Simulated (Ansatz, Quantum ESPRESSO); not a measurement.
# BaZrO3 (Pm-3m): third-order response, part 2 of 3

Which lines does BaZrO3 (Pm-3m) show in Raman and infrared spectra?

Quantum ESPRESSO 8.0 development, patched; DFT LDA, scalar-relativistic, plane waves, PseudoDojo norm-conserving pseudopotentials.

So far. Step 2 (A first look): A gap of 3.1 eV opens on this mesh, so the crystal is taken as an insulator; the start stands at -4.9 GPa. Step 4 (Ground state): The cell stands at -0.016 GPa, close enough for phonons. The relaxed cell has a = 4.150 Å (conventional setting).

### Step 5. Linear response at Γ

At q = 0 one unit cell holds all displacements; symmetry groups them into irreducible representations that are solved one by one. The response to a field gives ε∞ and the Born charges, which polar modes need. Third-order response adds the Raman tensors.

Input file ph.in:

```
phonons
&INPUTPH
  prefix = 'x'
  outdir = './tmp'
  fildyn = 'g.dyn'
  tr2_ph = 1.0d-18
  epsil  = .true.
  lraman = .true.
  elop   = .true.
/
0.000000000000 0.000000000000 0.000000000000
```

Launch:

```console
> OMP_NUM_THREADS=1 mpirun -n 8 ph.x -nk 8 -in ph.in > ph.out
```

What it wrote:

```text
[banners, grids, parts of the stress and lines that vanish by symmetry left out]
[banner, memory and clock lines left out]
Program PHONON v.8.0dev

[...]
(   1q-points):
[...]
Exchange-correlation= PW
                           (   1   4   0   0   0   0   0)
[...]
kinetic-energy cut-off    =      84.0000  Ry
     charge density cut-off    =     336.0000  Ry
     convergence threshold     =      1.0E-18
[...]
Exchange-correlation= PW
                           (   1   4   0   0   0   0   0)
[...]
q = (   0.0000000   0.0000000   0.0000000 )
     49 Sym.Ops. (with q -> -q+G )
     G cutoff =  523.3317  (  50181 G-vectors)     FFT grid: ( 45, 45, 45)
     number of k points=    35
[...]
Mode symmetry, O_h (m-3m)  point group:
[...]
Dielectric constant
[...]
End of electric fields calculation
          Dielectric constant in cartesian axis
          (       4.893899933       0.000000000       0.000000000 )
          (       0.000000000       4.893899933       0.000000000 )
          (       0.000000000       0.000000000       4.893899933 )
          Effective charges (d Force / dE) in cartesian axis without acoustic sum rule applied (asr)
           atom    1  Ba    Mean Z*:        2.73549
      Ex  (        2.73549        0.00000        0.00000 )
      Ey  (        0.00000        2.73549        0.00000 )
      Ez  (        0.00000        0.00000        2.73549 )
           atom    2  Zr    Mean Z*:        6.11050
      Ex  (        6.11050        0.00000        0.00000 )
      Ey  (        0.00000        6.11050        0.00000 )
      Ez  (        0.00000        0.00000        6.11050 )
           atom    3  O     Mean Z*:       -2.94892
      Ex  (       -4.79586        0.00000        0.00000 )
      Ey  (        0.00000       -2.02545        0.00000 )
      Ez  (        0.00000        0.00000       -2.02545 )
           atom    4  O     Mean Z*:       -2.94892
      Ex  (       -2.02545        0.00000        0.00000 )
      Ey  (        0.00000       -4.79586        0.00000 )
      Ez  (        0.00000        0.00000       -2.02545 )
           atom    5  O     Mean Z*:       -2.94892
      Ex  (       -2.02545        0.00000        0.00000 )
      Ey  (        0.00000       -2.02545        0.00000 )
      Ez  (        0.00000        0.00000       -4.79586 )
          Effective charges Sum: Mean:       -0.00075
[...]
Effective charges (d Force / dE) in cartesian axis with asr applied:
           atom    1  Ba    Mean Z*:        2.73565
[...]
atom    2  Zr    Mean Z*:        6.11065
[...]
atom    3  O     Mean Z*:       -2.94877
[...]
atom    4  O     Mean Z*:       -2.94877
[...]
atom    5  O     Mean Z*:       -2.94877
[...]
Dielectric constant from finite-differences
          (       4.893874321       0.000000000       0.000000000 )
          (       0.000000000       4.893874321       0.000000000 )
          (       0.000000000       0.000000000       4.893874321 )
[...]
(       0.000000000       0.000000000       0.000000000 )
          (       0.000000000       0.000000000      -0.000000000 )
          (       0.000000000      -0.000000000       0.000000000 )
          (       0.000000000       0.000000000       0.000000000 )
          (       0.000000000       0.000000000       0.000000000 )
          (       0.000000000       0.000000000       0.000000000 )
          (       0.000000000       0.000000000       0.000000000 )
          (       0.000000000       0.000000000       0.000000000 )
[...]
(       0.000000000       0.000000000       0.000000000 )
          (       0.000000000       0.000000000       0.000000000 )
          (       0.000000000       0.000000000       0.000000000 )
          (       0.000000000       0.000000000       0.000000000 )
          (       0.000000000       0.000000000       0.000000000 )
[...]
Representation #   1 modes #   1   2   3
[...]
End of self-consistent calculation
     Convergence has been achieved
     Representation #   2 modes #   4   5   6
[...]
End of self-consistent calculation
     Convergence has been achieved
     Representation #   3 modes #   7   8   9
[...]
End of self-consistent calculation
     Convergence has been achieved
     Representation #   4 modes #  10  11  12
[...]
End of self-consistent calculation
     Convergence has been achieved
     Representation #   5 modes #  13  14  15
[...]
End of self-consistent calculation
     Convergence has been achieved
[...]
Dielectric constant in cartesian axis
          (       4.893899933       0.000000000       0.000000000 )
          (       0.000000000       4.893899933       0.000000000 )
          (       0.000000000       0.000000000       4.893899933 )
          Effective charges (d Force / dE) in cartesian axis without acoustic sum rule applied (asr)
           atom    1  Ba    Mean Z*:        2.73549
      Ex  (        2.73549        0.00000        0.00000 )
      Ey  (        0.00000        2.73549        0.00000 )
      Ez  (        0.00000        0.00000        2.73549 )
           atom    2  Zr    Mean Z*:        6.11050
      Ex  (        6.11050        0.00000        0.00000 )
      Ey  (        0.00000        6.11050        0.00000 )
      Ez  (        0.00000        0.00000        6.11050 )
           atom    3  O     Mean Z*:       -2.94892
      Ex  (       -4.79586        0.00000        0.00000 )
      Ey  (        0.00000       -2.02545        0.00000 )
      Ez  (        0.00000        0.00000       -2.02545 )
           atom    4  O     Mean Z*:       -2.94892
      Ex  (       -2.02545        0.00000        0.00000 )
      Ey  (        0.00000       -4.79586        0.00000 )
      Ez  (        0.00000        0.00000       -2.02545 )
           atom    5  O     Mean Z*:       -2.94892
      Ex  (       -2.02545        0.00000        0.00000 )
      Ey  (        0.00000       -2.02545        0.00000 )
      Ez  (        0.00000        0.00000       -4.79586 )
          Effective charges Sum: Mean:       -0.00075
[...]
Effective charges (d Force / dE) in cartesian axis with asr applied:
           atom    1  Ba    Mean Z*:        2.73565
[...]
atom    2  Zr    Mean Z*:        6.11065
[...]
atom    3  O     Mean Z*:       -2.94877
[...]
atom    4  O     Mean Z*:       -2.94877
[...]
atom    5  O     Mean Z*:       -2.94877
[...]
q = (    0.000000000   0.000000000   0.000000000 )
[...]
freq (    1) =       0.030913 [THz] =       1.031133 [cm-1]
     freq (    2) =       0.030913 [THz] =       1.031133 [cm-1]
     freq (    3) =       0.030913 [THz] =       1.031133 [cm-1]
     freq (    4) =       2.929028 [THz] =      97.701868 [cm-1]
     freq (    5) =       2.929028 [THz] =      97.701868 [cm-1]
     freq (    6) =       2.929028 [THz] =      97.701868 [cm-1]
     freq (    7) =       5.188215 [THz] =     173.060230 [cm-1]
     freq (    8) =       5.188215 [THz] =     173.060230 [cm-1]
     freq (    9) =       5.188215 [THz] =     173.060230 [cm-1]
     freq (   10) =       5.839392 [THz] =     194.781167 [cm-1]
     freq (   11) =       5.839392 [THz] =     194.781167 [cm-1]
     freq (   12) =       5.839392 [THz] =     194.781167 [cm-1]
     freq (   13) =      15.728924 [THz] =     524.660442 [cm-1]
     freq (   14) =      15.728924 [THz] =     524.660442 [cm-1]
     freq (   15) =      15.728924 [THz] =     524.660442 [cm-1]
[...]
Mode symmetry, O_h (m-3m)  point group:
     freq (   1-   3) =          1.0  [cm-1]   --> T_1u G_15  G_4- I
     freq (   4-   6) =         97.7  [cm-1]   --> T_1u G_15  G_4- I
     freq (   7-   9) =        173.1  [cm-1]   --> T_2u G_25  G_5-
     freq (  10-  12) =        194.8  [cm-1]   --> T_1u G_15  G_4- I
     freq (  13-  15) =        524.7  [cm-1]   --> T_1u G_15  G_4- I
```

Run time: 25 min. Hardware: 8 MPI ranks of Intel Xeon at 2.70GHz, shared host; 3.4 h of CPU time.

This step gave:

- miss of the charge sum rule: 7.70e-4 e
- largest acoustic frequency at the zone centre before the sum rule: 1.03 cm⁻¹
- highest optical zone-centre mode (no LO-TO term): 524.7 cm⁻¹
- lowest optical zone-centre mode: 97.7 cm⁻¹
- mean high-frequency dielectric constant: 4.894
- largest Born charge in size (third of the trace): 6.111 e

Born charge (rows field, columns displacement), before the sum rule (e), principal values of the symmetric part by kind of site:

```csv
atom,atoms with these values,low,middle,high,mean
Ba1,1,2.74,2.74,2.74,2.74
Zr2,1,6.11,6.11,6.11,6.11
O3,3,-4.80,-2.03,-2.03,-2.95
```

In full for Ba1:

```
2.74 0.00 0.00
0.00 2.74 0.00
0.00 0.00 2.74
```

High-frequency dielectric tensor:

```
4.89 0.00 0.00
0.00 4.89 0.00
0.00 0.00 4.89
```

The acoustic modes at Γ come out as far as 1.0 cm⁻¹ from zero, where they should vanish, a small numerical error; the Born charges miss their sum rule by 7.7e-4 e, which is good.

### Step 6. Zone-centre analysis

A rigid shift of the crystal must cost nothing, but grids and finite bases break this; the acoustic sum rule is imposed before the matrix is diagonalised again. With Born charges the intensities follow, and the static dielectric tensor.

Input file dynmat.in:

```
&INPUT
  fildyn = 'g.dyn'
  asr    = 'simple'
  fileig = 'dynmat.eig'
  lperm  = .true.
/
```

Launch:

```console
> dynmat.x -in dynmat.in > dynmat.out
```

What it wrote:

```text
[banner, memory and clock lines left out]
Program DYNMAT v.8.0dev

     Reading Dynamical Matrix from file g.dyn
     ...Force constants read
     ...epsilon and Z* read
     ...Raman cross sections read
     A direction for q was not specified:TO-LO splitting will be absent

     Polarizability (A^3 units)
     multiply by 0.435167 for Clausius-Mossotti correction (not under assume_isolated = 'mt')
        22.139846    0.000000    0.000000
         0.000000   22.139846    0.000000
         0.000000    0.000000   22.139846

     IR activities are in (D/A)^2/amu units

# mode   [cm-1]    [THz]      IR
    1     -0.00   -0.0000    0.0000
    2      0.00    0.0000    0.0000
    3      0.00    0.0000    0.0000
    4     97.69    2.9286   12.7564
    5     97.69    2.9286   12.7564
    6     97.69    2.9286   12.7564
    7    173.04    5.1876    0.0000
    8    173.04    5.1876    0.0000
    9    173.04    5.1876    0.0000
   10    194.77    5.8392   20.8218
   11    194.77    5.8392   20.8218
   12    194.77    5.8392   20.8218
   13    524.66   15.7289   22.1176
   14    524.66   15.7289   22.1176
   15    524.66   15.7289   22.1176

Electronic dielectric permittivity tensor (relative, adimensional)
         4.893900    0.000000    0.000000
         0.000000    4.893900    0.000000
         0.000000    0.000000    4.893900

 ... with zone-center polar mode contributions
        63.579671    0.000000    0.000000
         0.000000   63.579671    0.000000
         0.000000    0.000000   63.579671

[end of the log left out, with the tail of the file of modes that dynmat.x writes under the same name]
```

Run time: 0.7 s. Hardware: 1 thread.

Read from the output:

```yaml
lowest_optical_zone_centre_mode: 97.69 cm⁻¹
mean_static_dielectric_constant: 63.58
```

Unit eigenvectors of the mass-weighted matrix after the sum rule; no LO-TO term. Modes at Γ, with each element's share of the kinetic energy:

```csv
mode,frequency (cm⁻¹),symmetry,Ba %,Zr %,O %
1,0.0,acoustic,50,33,17
2,0.0,acoustic,50,33,17
3,0.0,acoustic,50,33,17
4,97.7,T1u,42,9,49
5,97.7,T1u,42,9,49
6,97.7,T1u,42,9,49
7,173.0,T2u,0,0,100
8,173.0,T2u,0,0,100
9,173.0,T2u,0,0,100
10,194.8,T1u,8,56,36
11,194.8,T1u,8,56,36
12,194.8,T1u,8,56,36
13,524.7,T1u,0,3,97
14,524.7,T1u,0,3,97
15,524.7,T1u,0,2,97
```

Displacements in mode 6 (97.7 cm⁻¹), the largest set to 1:
```
Ba1  0.00 -0.02  0.48
Zr2  0.00  0.01 -0.27
O3   0.00  0.04 -1.00
O4   0.00  0.03 -1.00
O5   0.00  0.04 -0.58
```

Displacements in mode 15 (524.7 cm⁻¹), the largest set to 1:
```
Ba1  0.00  0.00 -0.01
Zr2  0.00  0.00 -0.07
O3   0.00  0.00 -0.26
O4   0.00  0.00 -0.26
O5   0.00  0.00  1.00
```

Degenerate modes summed, no LO-TO term. Infrared lines, with heights relative to the strongest:

```csv
position (cm⁻¹),lines merged,label,"IR intensity, relative"
98,3,T1u,58
173,3,T2u,0.0
195,3,T1u,94
525,3,T1u,100
```

Static dielectric tensor (ions relaxed, fixed cell):

```
63.58  0.00  0.00
 0.00 63.58  0.00
 0.00  0.00 63.58
```

The rule moves no optical mode by more than 0.1 cm⁻¹.

### Step 7. Sum rules set otherwise: a sum rule for molecules or wires on a crystal

This rule also removes rotations, which suits molecules and not a crystal; it is tried to see the harm.

Input file dynmat.in:

```
&INPUT
  fildyn = 'g.dyn'
  asr    = 'zero-dim'
  fileig = 'dynmat.eig'
  lperm  = .true.
/
```

Launch:

```console
> dynmat.x -in dynmat.in > dynmat.out
```

What it wrote:

```text
[banner, memory and clock lines left out]
Program DYNMAT v.8.0dev

     Reading Dynamical Matrix from file g.dyn
     ...Force constants read
     ...epsilon and Z* read
     ...Raman cross sections read
     Warning: this looks like a crystal, not a molecule in a box: use asr = 'crystal'
     Acoustic Sum Rule: || Z*(ASR) - Z*(orig)|| =    5.846717E-04
     Acoustic Sum Rule: ||dyn(ASR) - dyn(orig)||=    2.717096E-01
     Message from routine dynmat:
     WARNING: the charges keep any dipole. Ignore the strengths of the modes set to zero; with q typed a rigid rotation may get a frequency
     A direction for q was not specified:TO-LO splitting will be absent

     Polarizability (A^3 units)
     multiply by 0.435167 for Clausius-Mossotti correction (not under assume_isolated = 'mt')
        22.139846    0.000000    0.000000
         0.000000   22.139846    0.000000
         0.000000    0.000000   22.139846

     IR activities are in (D/A)^2/amu units

# mode   [cm-1]    [THz]      IR
    1     -0.00   -0.0000    0.0026
    2     -0.00   -0.0000    0.1350
    3     -0.00   -0.0000    0.0748
    4      0.00    0.0000    0.0226
    5      0.00    0.0000    0.0061
    6      0.00    0.0000    0.1285
    7     97.70    2.9288   12.7553
    8    128.13    3.8412   22.5841
    9    128.13    3.8412   22.5841
   10    194.78    5.8393   20.8232
   11    220.88    6.6219    7.5310
   12    220.88    6.6219    7.5310
   13    477.10   14.3030   25.3959
   14    477.10   14.3030   25.3959
   15    524.66   15.7289   22.1173

Electronic dielectric permittivity tensor (relative, adimensional)
         4.893900    0.000000    0.000000
         0.000000    4.893900    0.000000
         0.000000    0.000000    4.893900

 ... with zone-center polar mode contributions
        57.121298    3.224161    3.224161
         3.224161   57.121298    3.224161
         3.224161    3.224161   57.121298

[end of the log left out, with the tail of the file of modes that dynmat.x writes under the same name]
```

Elapsed: 0.68 s, on 1 thread.

The run ended normally, but on settings that are not sound.

The fault: a sum rule for molecules or wires on a crystal; 3 optical modes are projected out to zero frequency, as if they were rotations, and the static dielectric tensor is spoilt.

For a crystal the rule has to be 'simple' or 'crystal'.

Zone-centre frequencies as printed; negative means imaginary. Modes:

```csv
mode,frequency (cm⁻¹)
1,0
2,0
3,0
4,0
5,0
6,0
7,97.7
8,128.1
9,128.1
10,194.8
11,220.9
12,220.9
13,477.1
14,477.1
15,524.7
```

### Step 8. Sum rules set otherwise (asr no)

Without the rule the raw error of the acoustic modes shows.

Input file dynmat.in:

```
&INPUT
  fildyn = 'g.dyn'
  asr    = 'no'
  fileig = 'dynmat.eig'
  lperm  = .true.
/
```

Launch:

```console
> dynmat.x -in dynmat.in > dynmat.out
```

What it wrote:

```text
[banner, memory and clock lines left out]
Program DYNMAT v.8.0dev

     Reading Dynamical Matrix from file g.dyn
     ...Force constants read
     ...epsilon and Z* read
     ...Raman cross sections read
     A direction for q was not specified:TO-LO splitting will be absent

     Polarizability (A^3 units)
     multiply by 0.435167 for Clausius-Mossotti correction (not under assume_isolated = 'mt')
        22.139846    0.000000    0.000000
         0.000000   22.139846    0.000000
         0.000000    0.000000   22.139846

     IR activities are in (D/A)^2/amu units

# mode   [cm-1]    [THz]      IR
    1      1.03    0.0309    0.0000
    2      1.03    0.0309    0.0000
    3      1.03    0.0309    0.0000
    4     97.70    2.9290   12.7552
    5     97.70    2.9290   12.7552
    6     97.70    2.9290   12.7552
    7    173.06    5.1882    0.0000
    8    173.06    5.1882    0.0000
    9    173.06    5.1882    0.0000
   10    194.78    5.8394   20.8261
   11    194.78    5.8394   20.8261
   12    194.78    5.8394   20.8261
   13    524.66   15.7289   22.1178
   14    524.66   15.7289   22.1178
   15    524.66   15.7289   22.1178

Electronic dielectric permittivity tensor (relative, adimensional)
         4.893900    0.000000    0.000000
         0.000000    4.893900    0.000000
         0.000000    0.000000    4.893900

 ... with zone-center polar mode contributions
        63.565429   -0.000000   -0.000000
        -0.000000   63.565429   -0.000000
        -0.000000   -0.000000   63.565429

[end of the log left out, with the tail of the file of modes that dynmat.x writes under the same name]
```

Elapsed: 0.66 s, on 1 thread.

Numbers from this step:

* lowest optical zone-centre mode: 97.7 cm⁻¹
* mean static dielectric constant: 63.57

Zone-centre frequencies as printed; negative means imaginary. Modes:

```csv
mode,frequency (cm⁻¹)
1,1.03
2,1.03
3,1.03
4,97.7
5,97.7
6,97.7
7,173.1
8,173.1
9,173.1
10,194.8
11,194.8
12,194.8
13,524.7
14,524.7
15,524.7
```

Against the first rule no mode moves by more than 1.1 cm⁻¹.

### Step 9. Modes along a direction of q (1 0 0)

A longitudinal polar mode sets up a macroscopic field that stiffens it; the term hangs on the direction from which q goes to zero.

Input file dynmat.in:

```
&INPUT
  fildyn = 'g.dyn'
  asr    = 'simple'
  fileig = 'dynmat.eig'
  q(1)   = 1.0
  q(2)   = 0.0
  q(3)   = 0.0
/
```

Launch:

```console
> dynmat.x -in dynmat.in > dynmat.out
```

What it wrote:

```text
[banner, memory and clock lines left out]
Program DYNMAT v.8.0dev

     Reading Dynamical Matrix from file g.dyn
     ...Force constants read
     ...epsilon and Z* read
     ...Raman cross sections read

     Polarizability (A^3 units)
     multiply by 0.435167 for Clausius-Mossotti correction (not under assume_isolated = 'mt')
        22.139846    0.000000    0.000000
         0.000000   22.139846    0.000000
         0.000000    0.000000   22.139846

     IR activities are in (D/A)^2/amu units

# mode   [cm-1]    [THz]      IR
    1      0.00    0.0000    0.0000
    2      0.00    0.0000    0.0000
    3      0.00    0.0000    0.0000
    4     97.69    2.9286   12.7564
    5     97.69    2.9286   12.7564
    6    137.82    4.1318    0.1336
    7    173.04    5.1876    0.0000
    8    173.04    5.1876    0.0000
    9    173.04    5.1876    0.0000
   10    194.77    5.8392   20.8218
   11    194.77    5.8392   20.8218
   12    365.65   10.9619    6.3971
   13    524.66   15.7289   22.1176
   14    524.66   15.7289   22.1176
   15    713.98   21.4047   49.1652

[end of the log left out, with the tail of the file of modes that dynmat.x writes under the same name]
```

Wall time 0.68 s (1 thread).

This step gave:

```yaml
highest_mode_moved_by_the_lo_to_term: 714.0 cm⁻¹
```

Zone-centre frequencies as printed; negative means imaginary. Modes:

```csv
mode,frequency (cm⁻¹)
1,0
2,0
3,0
4,97.69
5,97.69
6,137.8
7,173
8,173
9,173
10,194.8
11,194.8
12,365.6
13,524.7
14,524.7
15,714
```

The field moves 3 modes; the highest of them now lies at 714 cm⁻¹, where the highest that moved away lay at 525.

(Continued in part 3 of 3.)

[Host names and launcher messages were left out of these logs when they were recorded.]

[Logs are printed without paths, hosts, clocks, repeated set-up lines and the standing remarks that a program may print on its own settings, such as how far it seeks lower states.]

[Hosts, paths, dates, database ids (printed as entryN), source tags and the programs' standing remarks are cut or masked in the printed files.]
